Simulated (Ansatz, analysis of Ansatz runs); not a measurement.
# Reproducing a measured hyperfine coupling: Mn2+ on a Ca site in CaO

Subject: Mn2+ on a Ca site in CaO. Wanted: its hyperfine coupling, in one set-up (r2SCAN, 128-site cell, r2SCAN lattice, 500 eV, k: the single point 1/4 1/4 1/4). The model is a cell of 128 host atoms with 1 Ca taken out and 1 Mn put in. The isotropic coupling follows from the spin density at the nucleus, the nuclear g-factor and the total spin. A meta-GGA costs about twice a GGA and mends lattice constants and part of the gap.

**The experiment.** 55Mn, isotropic, printed as −80.8 10^-4 cm^-1: -242.2 MHz at 300 K, by EPR (room temperature) (quoted in “Parallel-mode EPR spectra of the hexaaqua manganese(II) Ion in tetrahedral symmetry”, 2024, Margrete Juel Henrichsen, Jesper Bendix, Høgni Weihe, quoting earlier work (1979)).

Calculated with Ansatz 0.2.0; plane-wave PAW DFT, r2SCAN; relaxation of all atoms of a defect supercell.

### 1. Starting point

The cell holds 128 atoms: 63 Ca, 64 O and 1 Mn. Its edges and angles: a = 13.562 Å, b = 13.562 Å, c = 13.562 Å, α = 60.0°, β = 60.0°, γ = 60.0°. It derives from CaO (space group Fm-3m). Nearest the centre at fractional (0.500, 0.500, 0.500): Mn85 at 0.00 Å, O52 at 2.40 Å, O46 at 2.40 Å, O54 at 2.40 Å, O76 at 2.40 Å, O84 at 2.40 Å, O78 at 2.40 Å, Ca53 at 3.39 Å.

The host's primitive cell comes from a first run (plane-wave PAW DFT, r2SCAN; relaxation of the host's cell and atoms): vectors of 3.390, 3.390 and 3.390 Å. That is 13.78 Å³ an atom. The supercell is built on it.

### 2. Relaxation, charge 0

Every later number rests on the structure around the defect, so the atoms are relaxed at the host's lattice first.

File relax/input.yaml:

```yaml
relax:
  f_tol: 0.02
  max_steps: 80
  escape_saddle: false
crystal:
  lattice:
    - [0.0, 9.58967737, 9.58967737]
    - [9.58967737, 0.0, 9.58967737]
    - [9.58967737, 9.58967737, 0.0]
  atoms:
    - { symbol: Ca, position: [0.0, 0.0, 0.0] }
    - { symbol: O, position: [0.125, 0.125, 0.125] }
[... 11 atom lines left out ...]
    - { symbol: O, position: [0.125, 0.375, 0.625] }
[... 5 atom lines left out ...]
    - { symbol: O, position: [0.125, 0.625, 0.375] }
[... 1 atom line left out ...]
    - { symbol: O, position: [0.125, 0.625, 0.625] }
[... 15 atom lines left out ...]
    - { symbol: O, position: [0.375, 0.125, 0.625] }
[... 1 atom line left out ...]
    - { symbol: O, position: [0.375, 0.125, 0.875] }
[... 3 atom lines left out ...]
    - { symbol: O, position: [0.375, 0.375, 0.375] }
[... 1 atom line left out ...]
    - { symbol: O, position: [0.375, 0.375, 0.625] }
    - { symbol: Ca, position: [0.25, 0.25, 0.75] }
    - { symbol: O, position: [0.375, 0.375, 0.875] }
[... 1 atom line left out ...]
    - { symbol: O, position: [0.375, 0.625, 0.125] }
[... 1 atom line left out ...]
    - { symbol: O, position: [0.375, 0.625, 0.375] }
    - { symbol: Ca, position: [0.25, 0.5, 0.5] }
    - { symbol: O, position: [0.375, 0.625, 0.625] }
    - { symbol: Ca, position: [0.25, 0.5, 0.75] }
[... 2 atom lines left out ...]
    - { symbol: O, position: [0.375, 0.875, 0.125] }
    - { symbol: Ca, position: [0.25, 0.75, 0.25] }
    - { symbol: O, position: [0.375, 0.875, 0.375] }
    - { symbol: Ca, position: [0.25, 0.75, 0.5] }
[... 1 atom line left out ...]
    - { symbol: Ca, position: [0.25, 0.75, 0.75] }
[... 4 atom lines left out ...]
    - { symbol: O, position: [0.625, 0.125, 0.375] }
[... 1 atom line left out ...]
    - { symbol: O, position: [0.625, 0.125, 0.625] }
[... 1 atom line left out ...]
    - { symbol: O, position: [0.625, 0.125, 0.875] }
[... 1 atom line left out ...]
    - { symbol: O, position: [0.625, 0.375, 0.125] }
[... 1 atom line left out ...]
    - { symbol: O, position: [0.625, 0.375, 0.375] }
    - { symbol: Ca, position: [0.5, 0.25, 0.5] }
    - { symbol: O, position: [0.625, 0.375, 0.625] }
    - { symbol: Ca, position: [0.5, 0.25, 0.75] }
[... 2 atom lines left out ...]
    - { symbol: O, position: [0.625, 0.625, 0.125] }
    - { symbol: Ca, position: [0.5, 0.5, 0.25] }
    - { symbol: O, position: [0.625, 0.625, 0.375] }
    - { symbol: Mn, position: [0.5, 0.5, 0.5], spin: 5.0 }
    - { symbol: O, position: [0.625, 0.625, 0.625] }
    - { symbol: Ca, position: [0.5, 0.5, 0.75] }
[... 3 atom lines left out ...]
    - { symbol: Ca, position: [0.5, 0.75, 0.25] }
[... 1 atom line left out ...]
    - { symbol: Ca, position: [0.5, 0.75, 0.5] }
[... 6 atom lines left out ...]
    - { symbol: O, position: [0.875, 0.125, 0.375] }
[... 5 atom lines left out ...]
    - { symbol: O, position: [0.875, 0.375, 0.125] }
    - { symbol: Ca, position: [0.75, 0.25, 0.25] }
    - { symbol: O, position: [0.875, 0.375, 0.375] }
    - { symbol: Ca, position: [0.75, 0.25, 0.5] }
[... 1 atom line left out ...]
    - { symbol: Ca, position: [0.75, 0.25, 0.75] }
[... 2 atom lines left out ...]
    - { symbol: O, position: [0.875, 0.625, 0.125] }
    - { symbol: Ca, position: [0.75, 0.5, 0.25] }
[... 1 atom line left out ...]
    - { symbol: Ca, position: [0.75, 0.5, 0.5] }
[... 5 atom lines left out ...]
    - { symbol: Ca, position: [0.75, 0.75, 0.25] }
[... 4 atom lines left out ...]
    - { symbol: O, position: [0.875, 0.875, 0.875] }
basis:
  ecutwfc: 500
  xc_grid: 2
hamiltonian:
  xc: r2scan
kpoints:
  mp_grid: { grid: [1, 1, 1], shift: [0.25, 0.25, 0.25] }
magnetization:
  spin_polarized: true
  initial_magnetization: 5
  spin_locking: { lock_magnetization: hard }
scf:
  occupations: { method: fermi_dirac, width: 0.01 }
  max_iter: 120
output:
  forces: true
checkpoint:
  write: "../relax.run"
  compress: false
  write_wavefunctions: true
  write_every: 100000
```

Command:

```console
ansatz run input.yaml --threads 4 --pin off --max-ram 14131MiB --backend cpu --events-out ev --progress --plain --runs-dir out
```

Numbers of over 12 decimals in the logs are rounded to 6 here.

Log:

```text
[... repeated set-up lines and file paths are left out, and long positions are rounded to six places ...]
Warning: This run holds its total moment fixed (magnetization.spin_locking.lock_magnetization: hard) and mixes its density by anderson or broyden (scf.mixing.algorithm, typed or taken by auto). [...]
Engine: ansatz 0.2.0, aarch64-unknown-linux-gnu
Pseudopotentials: kind: paw
Pseudopotential: Ca, paw, valence charge 10, recommended cutoff 500 eV (meta_gga), Ca.paw.azcp
Pseudopotential: O, paw, valence charge 6, recommended cutoff 500 eV (meta_gga), O.paw.azcp
Pseudopotential: Mn, paw, valence charge 15, recommended cutoff 500 eV (meta_gga), Mn.paw.azcp
Functional definition: r2SCAN
  parameter k0 = 0.174
  parameter k1 = 0.065
  parameter a1 = 4.9479
  exchange = r2scan_x(k0 = k0, k1 = k1, a1 = a1)
  correlation = r2scan_c
Crystal: 128 atoms, lattice volume = 1763.770 Å³
Basis set: ecut = 500 eV, 44735 PW (Γ), exchange–correlation on 200×200×200 points (8 copies of the dense FFT grid, shifted against one another)
Bands: 645, of which v1, the nominal top of the filled ones, is band 515 counted from 1 (514 counted from 0)
Symmetry: 12 space group operations
k-points: 1
Non-local potential: Ca, projectors of the file, l = 0: 3, l = 1: 2, l = 2: 2
Non-local potential: O, projectors of the file, l = 0: 2, l = 1: 2, l = 2: 1
Non-local potential: Mn, projectors of the file, l = 0: 3, l = 1: 2, l = 2: 3, l = 3: 1
PAW form: soft (Blöchl's): semilocal exchange-correlation on the pseudo side does not see the compensation charge
PAW frozen core: Ca, regenerated for the run's functional (the file was generated under x = pbe(κ = 0.804, μ = 0.219515), c = pbe(β = 0.066725))
PAW frozen core: O, regenerated for the run's functional (the file was generated under x = pbe(κ = 0.804, μ = 0.219515), c = pbe(β = 0.066725))
PAW frozen core: Mn, regenerated for the run's functional (the file was generated under x = pbe(κ = 0.804, μ = 0.219515), c = pbe(β = 0.066725))
PAW one-centre angular grid: Ca, 302 points (default); XC on 160 Gauss nodes
PAW one-centre angular grid: O, 302 points (default); XC on 160 Gauss nodes
PAW one-centre angular grid: Mn, 590 points (default); XC on 160 Gauss nodes
Initial density: superposition of atomic densities (chi_scale 0.1, normalization cell, long waves kept (reshape's long-wave potential 0.07 eV rms))
Starting moments: Σ|m| = 5 μB on 1 of 128 sites
Initial wavefunctions: pseudopotential atomic-orbital guess
Functional: x = r2scan, c = r2scan; τ floored in thin density (d = 2e-4 eV/Å³)
SCF iter   1: F=—  HF=-155311.209083 eV  |F-HF|=—  |Δ(HF+E_count)|=         —  Δρ=4.42e-2 (↑4.38e-2 ↓4.42e-2)  dr2=1.18e2  dr2_τ=8.51e-1  dr2_m=4.38e-2  M=5.000 μB ∫|m|=5.028 μB  β_m=1.20  ethr=3.10e-3  ⟨swp⟩=7.0  Hψ=5556  notcnv=0  defer=171
preconditioner: auto → Resta (q_TF=auto, 2.494 Å⁻¹)  ε∞=3.2  [insulator: Δε(μ)=2.135 eV  Ē_g=17.733 eV  σ=0.010 eV  W_gap=1.00  n_scr=458 (ndim 8)  ℏωp=26.5 eV  f_vac=0.000  D(μ)=0.00/eV (n_scr^D=0)  ε∞_Penn≈3.2]
spin=Collinear: Resta preconditioning applied to the charge; magnetization (m = ρ↑ − ρ↓) channel mixes plain (no charge-response kernel on spin).
SCF iter   2: F=—  HF=-155299.370614 eV  |F-HF|=—  |Δ(HF+E_count)|=    1.18e1  Δρ=1.95e-2 (↑1.93e-2 ↓1.95e-2)  dr2=2.69e1  dr2_τ=5.84e-1  dr2_m=7.25e-3  M=5.000 μB ∫|m|=5.065 μB  β_m=1.20  ethr=3.10e-3  ⟨swp⟩=2.0  Hψ=2531  notcnv=0  defer=243  κ⁻¹=1.0e0(r=1)
SCF iter   3: F=—  HF=-155298.334628 eV  |F-HF|=—  |Δ(HF+E_count)|=    1.04e0  Δρ=1.20e-2 (↑1.20e-2 ↓1.20e-2)  dr2=1.12e1  dr2_τ=1.28e-1  dr2_m=1.63e-3  M=5.000 μB ∫|m|=5.070 μB  β_m=1.20  ethr=2.62e-3  ⟨swp⟩=3.5  Hψ=2087  notcnv=0  defer=243  κ⁻¹=4.3e-2(r=2)
SCF iter   4: F=—  HF=-155300.681353 eV  |F-HF|=—  |Δ(HF+E_count)|=    2.35e0  Δρ=4.73e-3 (↑4.72e-3 ↓4.73e-3)  dr2=1.35e0  dr2_τ=2.30e-2  dr2_m=1.64e-3  M=5.000 μB ∫|m|=5.078 μB  β_m=1.20  ethr=1.09e-3  ⟨swp⟩=4.5  Hψ=2853  notcnv=0  defer=246  κ⁻¹=8.9e-3(r=3)
SCF iter   5: F=—  HF=-155301.080341 eV  |F-HF|=—  |Δ(HF+E_count)|=   3.99e-1  Δρ=2.80e-3 (↑2.78e-3 ↓2.80e-3)  dr2=3.08e-1  dr2_τ=9.26e-3  dr2_m=1.92e-4  M=5.000 μB ∫|m|=5.084 μB  β_m=1.20  ethr=1.31e-4  ⟨swp⟩=3.0  Hψ=1983  notcnv=0  defer=249  κ⁻¹=9.3e-4(r=4)
SCF iter   6: F=—  HF=-155301.166940 eV  |F-HF|=—  |Δ(HF+E_count)|=   8.66e-2  Δρ=5.77e-4 (↑5.77e-4 ↓5.53e-4)  dr2=1.24e-2  dr2_τ=3.99e-4  dr2_m=7.34e-4  M=5.000 μB ∫|m|=5.085 μB  β_m=1.20  ethr=2.99e-5  ⟨swp⟩=3.0  Hψ=2083  notcnv=0  defer=249  κ⁻¹=1.9e-4(r=5)
SCF iter   7: F=—  HF=-155301.175189 eV  |F-HF|=—  |Δ(HF+E_count)|=   8.25e-3  Δρ=2.87e-4 (↑2.87e-4 ↓2.83e-4)  dr2=2.14e-3  dr2_τ=1.62e-4  dr2_m=3.06e-5  M=5.000 μB ∫|m|=5.078 μB  β_m=1.20  ethr=1.20e-6  ⟨swp⟩=2.5  Hψ=2085  notcnv=0  defer=249  κ⁻¹=3.2e-5(r=6)
SCF iter   8: F=—  HF=-155301.180127 eV  |F-HF|=—  |Δ(HF+E_count)|=   4.94e-3  Δρ=1.88e-4 (↑1.86e-4 ↓1.88e-4)  dr2=8.38e-4  dr2_τ=6.62e-5  dr2_m=7.13e-6  M=5.000 μB ∫|m|=5.076 μB  β_m=1.20  ethr=2.08e-7  ⟨swp⟩=2.0  Hψ=2203  notcnv=0  defer=249  κ⁻¹=4.4e-6(r=7)
SCF iter   9: F=—  HF=-155301.181495 eV  |F-HF|=—  |Δ(HF+E_count)|=   1.37e-3  Δρ=5.38e-5 (↑5.13e-5 ↓5.38e-5)  dr2=7.21e-5  dr2_τ=4.39e-6  dr2_m=5.99e-7  M=5.000 μB ∫|m|=5.075 μB  β_m=1.20  ethr=8.14e-8  ⟨swp⟩=2.0  Hψ=2079  notcnv=0  defer=249  κ⁻¹=8.4e-7(r=8)
SCF iter  10: F=—  HF=-155301.181577 eV  |F-HF|=—  |Δ(HF+E_count)|=   8.25e-5  Δρ=1.33e-5 (↑1.29e-5 ↓1.33e-5)  dr2=4.91e-6  dr2_τ=2.11e-7  dr2_m=9.21e-8  M=5.000 μB ∫|m|=5.075 μB  β_m=1.20  ethr=9.72e-10  ⟨swp⟩=1.5  Hψ=3571  notcnv=0  κ⁻¹=4.5e-7(r=8)
SCF iter  11: F=—  HF=-155301.181577 eV  |F-HF|=—  |Δ(HF+E_count)|=   1.25e-8  Δρ=6.24e-6 (↑6.24e-6 ↓6.07e-6)  dr2=8.92e-7  dr2_τ=5.98e-8  dr2_m=1.23e-8  M=5.000 μB ∫|m|=5.075 μB  β_m=1.20  ethr=4.77e-10  ⟨swp⟩=3.0  Hψ=2653  notcnv=0  κ⁻¹=1.0e-7(r=8)
SCF iter  12: F=-155301.181577 eV  HF=-155301.181577 eV  |F-HF|=2.06e-7  |Δ(HF+E_count)|=   3.23e-9  Δρ=2.27e-6 (↑2.27e-6 ↓2.15e-6)  dr2=1.39e-7  dr2_τ=9.94e-9  dr2_m=8.36e-10  M=5.000 μB ∫|m|=5.075 μB  ethr=8.67e-11  ⟨swp⟩=2.5  Hψ=2328  notcnv=0
SCF 1 converged in 12 iterations: F = -155301.181577 eV  dr2 = 1.39e-7
  greatest PAW one-centre occupation: 1.006 electrons in one spin orbital (limit 2), on the Mn atom at site 84 (counted from 0), in its partial waves of l = 1
relax step   1: F+E_penalty+E_count = -155301.18157743 eV  Δ(F+E_penalty+E_count) = +0.000e0 eV  max|allowed force component| = 3.948e-1 eV/Å  Δτ_max = 0.0000 Å  (12 SCF iters, dr2 threshold 1.00e-5 eV, accepted)
[... the SCF cycles and remarks between the steps are left out from here to the last step ...]
relax step   2: F+E_penalty+E_count = -155301.24172337 eV  Δ(F+E_penalty+E_count) = -6.015e-2 eV  max|allowed force component| = 2.745e-1 eV/Å  Δτ_max = 0.0647 Å  (7 SCF iters, dr2 threshold 9.74e-6 eV, accepted)
relax step   3: F+E_penalty+E_count = -155301.28161577 eV  Δ(F+E_penalty+E_count) = -3.989e-2 eV  max|allowed force component| = 7.883e-2 eV/Å  Δτ_max = 0.0230 Å  (6 SCF iters, dr2 threshold 4.71e-6 eV, accepted)
relax step   4: F+E_penalty+E_count = -155301.28589934 eV  Δ(F+E_penalty+E_count) = -4.284e-3 eV  max|allowed force component| = 1.371e-2 eV/Å  Δτ_max = 0.0107 Å  (7 SCF iters, dr2 threshold 5.12e-7 eV, accepted)
iter 1 solved again at ethr=2.81e-11 eV; its pass at ethr=3.10e-3 eV (dr2=2.89e-7 eV) is discarded
SCF iter   1: F=—  HF=-155301.285899 eV  |F-HF|=—  |Δ(HF+E_count)|=         —  Δρ=2.83e-6 (↑2.70e-6 ↓2.83e-6)  dr2=2.89e-7  dr2_τ=9.81e-9  dr2_m=3.56e-9  M=5.000 μB ∫|m|=5.077 μB  β_m=1.20  ethr=2.81e-11  ⟨swp⟩=1.0  Hψ=3580  notcnv=0  defer=246
SCF iter   2: F=—  HF=-155301.285899 eV  |F-HF|=—  |Δ(HF+E_count)|=   3.64e-8  Δρ=1.98e-6 (↑1.98e-6 ↓1.97e-6)  dr2=1.60e-7  dr2_τ=5.23e-9  dr2_m=7.62e-11  M=5.000 μB ∫|m|=5.077 μB  β_m=1.20  ethr=2.81e-11  ⟨swp⟩=1.5  Hψ=1045  notcnv=0  defer=246  κ⁻¹=1.0e0(r=1)
SCF iter   3: F=-155301.285899 eV  HF=-155301.285899 eV  |F-HF|=6.87e-9  |Δ(HF+E_count)|=   5.94e-8  Δρ=6.19e-7 (↑5.79e-7 ↓6.19e-7)  dr2=1.90e-8  dr2_τ=6.19e-10  dr2_m=6.07e-10  M=5.000 μB ∫|m|=5.077 μB  ethr=9.72e-12  ⟨swp⟩=3.0  Hψ=3239  notcnv=0
SCF 5 converged in 3 iterations: F = -155301.285899 eV  dr2 = 1.90e-8
relax step   5: F+E_penalty+E_count = -155301.28589940 eV  Δ(F+E_penalty+E_count) = -6.345e-8 eV  max|allowed force component| = 1.370e-2 eV/Å  Δτ_max = 0.0000 Å  (3 SCF iters, accepted)
NSCF: frozen V_eff on 1 k-points
the band table was solved once a step of the walk had ended and its energy, with any forces and stress, was formed, with the checks that follow a solve (4984 applications of the Hamiltonian). They found nothing against the state; [...]
iter 1 solved again at ethr=1.85e-12 eV; its pass at ethr=3.10e-3 eV (dr2=1.90e-8 eV) is discarded
SCF iter   1: F=—  HF=-155301.285899 eV  |F-HF|=—  |Δ(HF+E_count)|=         —  Δρ=6.19e-7 (↑5.79e-7 ↓6.19e-7)  dr2=1.90e-8  dr2_τ=6.19e-10  dr2_m=6.05e-10  M=5.000 μB ∫|m|=5.077 μB  β_m=1.20  ethr=1.85e-12  ⟨swp⟩=2.5  Hψ=4668  notcnv=0
SCF iter   2: F=-155301.285899 eV  HF=-155301.285899 eV  |F-HF|=3.99e-9  |Δ(HF+E_count)|=   4.05e-9  Δρ=4.37e-7 (↑4.37e-7 ↓4.28e-7)  dr2=1.16e-8  dr2_τ=2.58e-10  dr2_m=2.08e-11  M=5.000 μB ∫|m|=5.077 μB  ethr=1.84e-12  ⟨swp⟩=2.0  Hψ=2216  notcnv=0
SCF 6 converged in 2 iterations: F = -155301.285899 eV  dr2 = 1.16e-8
NSCF: frozen V_eff on 1 k-points
the band table was solved once a step of the walk had ended and its energy, with any forces and stress, was formed, with the checks that follow a solve (3485 applications of the Hamiltonian). They found nothing against the state; [...]
SCF converged after 2 iterations
Stability not checked: this state was not tested for a lower state beside it, because the mixer in use, unlike msr1, does not test its closes by its own steps (another_mixer; see scf.mixing.algorithm and scf.lower_state_search)
Magnetization: 5.0000 μB (517.0000 up, 512.0000 down)
Absolute magnetization: 5.0784 μB (∫|ρ↑−ρ↓|, with the PAW one-centre terms)
Spin contamination: 0.0076 ħ² per cell (⟨S²⟩ above its minimum at these occupations)
Per-site moments (μB) at R_I (Å): [(8.012003686103657e-5, 0.990555), (7.1546650529087394e-6, 0.988726), (2.114198062433073e-5, 0.988714), [... 125 left out ...]
Free energy (F): -155301.285899 eV
Harris-Foulkes:  -155301.285899 eV  (|F-HF|=3.99e-9)
Internal energy: -155301.285899 eV  (E = F + TS)
E sigma→0 (E₀):  -155301.285899 eV
Fermi energy:    10.181261 (↑ 10.225710, ↓ 9.540236) eV
--- Per-component energies (eV) ---
  E_band       = -7448.849368
  E_kinetic    = 29272.548590
  E_local      = -58763.851896  (includes V_loc(G=0)·N_el)
  E_nonlocal   = 7261.752454
  E_hartree    = 19733.709689
  E_xc         = -13558.489409
  E_vxc        = -19338.562718  (∫ρ·V_xc dr)
  E_paw        = -65968.493812  (= ΣΔE_a)
  E_vpaw       = -6540.183845  (= ΣTr[D̂ρ^β])
  E_aug_tail   = 0.064597  (compensation charges beyond the density's cutoff)
  E_vtau       = 1191.964279  (kinetic-family band-sum trace: ∫τ·v_τ [+ j·A + Jᵃ·Aᵃ] dr)
  E_ewald      = -73262.296938
  E_core_change = -16.229174  (= ΣΔE_core)
  E_smearing   = -0.000000  (= −TS)
  E_closure    = 0.000000  (closes the sum)
  Σ components = -155301.285899   (vs F -155301.285899, Δ=0.00e0)
--- Forces (eV/Å), atoms counted from 1 ---
  atom   1  Ca    -0.00000000     0.00000000    -0.00000000
  atom   2  O      0.00335900     0.00335900     0.00335900
  [... 43 atoms left out ...]
  atom  46  O     -0.00006210    -0.00006210     0.01370289
  [... 5 atoms left out ...]
  atom  52  O     -0.00006210     0.01370289    -0.00006210
  atom  53  Ca    -0.00003171    -0.00000918    -0.00000918
  atom  54  O     -0.01370289     0.00006210     0.00006210
  [... 21 atoms left out ...]
  atom  76  O      0.01370289    -0.00006210    -0.00006210
  atom  77  Ca    -0.00000918    -0.00003171    -0.00000918
  atom  78  O      0.00006210    -0.01370289     0.00006210
  atom  79  Ca    -0.00000000     0.00008509    -0.00008509
  [... 4 atoms left out ...]
  atom  84  O      0.00006210     0.00006210    -0.01370289
  atom  85  Mn     0.00000000    -0.00000000     0.00000000
  [... 43 atoms left out ...]
  max |Σ_I F_I| component: 8.24e-18 eV/Å
--- Band table (eV) ---
  k-point 0 ↑: bands = ["-75.2137", "-42.7072", "-42.7067", "-42.7067", [... 637 left out ...] "15.8151", "15.8322", "15.8322", "15.8363"]
  k-point 0 ↓: bands = ["-68.7959", "-36.3197", "-36.3189", "-36.3189", [... 637 left out ...] "15.8374", "15.8374", "15.8431", "15.8431"]
--- Relaxed structure (5 steps of the walk, 5 accepted, 0 SCFs on fresh bases) ---
  F+E_penalty+E_count = -155301.28589940 eV   max|allowed force component| = 1.370e-2 eV/Å
  atoms:
    - { symbol: Ca, position: [0, 0, 0] }
    - { symbol: O, position: [0.124973, 0.124973, 0.124973] }
    [... 43 atoms left out ...]
    - { symbol: O, position: [0.377958, 0.377958, 0.622039] }
    [... 5 atoms left out ...]
    - { symbol: O, position: [0.377958, 0.622039, 0.377958] }
    - { symbol: Ca, position: [0.252039, 0.499999, 0.499999] }
    - { symbol: O, position: [0.377961, 0.622042, 0.622042] }
    [... 21 atoms left out ...]
    - { symbol: O, position: [0.622039, 0.377958, 0.377958] }
    - { symbol: Ca, position: [0.499999, 0.252039, 0.499999] }
    - { symbol: O, position: [0.622042, 0.377961, 0.622042] }
    - { symbol: Ca, position: [0.5, 0.252038, 0.747962] }
    [... 4 atoms left out ...]
    - { symbol: O, position: [0.622042, 0.622042, 0.377961] }
    - { symbol: Mn, position: [0.5, 0.5, 0.5] }
    [... 43 atoms left out ...]
```

Run time: 11 min. Hardware: 4 threads of Arm Neoverse V2, shared host; peak memory 12 GiB; 42 min of CPU time.

(Part 1 of 2 ends here.)

[Logs are printed without paths, hosts, clocks, repeated set-up lines and the standing remarks that a program may print on its own settings, such as how far it seeks lower states.]

[Hosts, paths, dates, database ids (printed as entryN), source tags and the programs' standing remarks are cut or masked in the printed files.]

[For some hosts the program warned that the k-mesh of the response run may be too coarse for force constants and the static dielectric constant; such warnings are not shown here.]
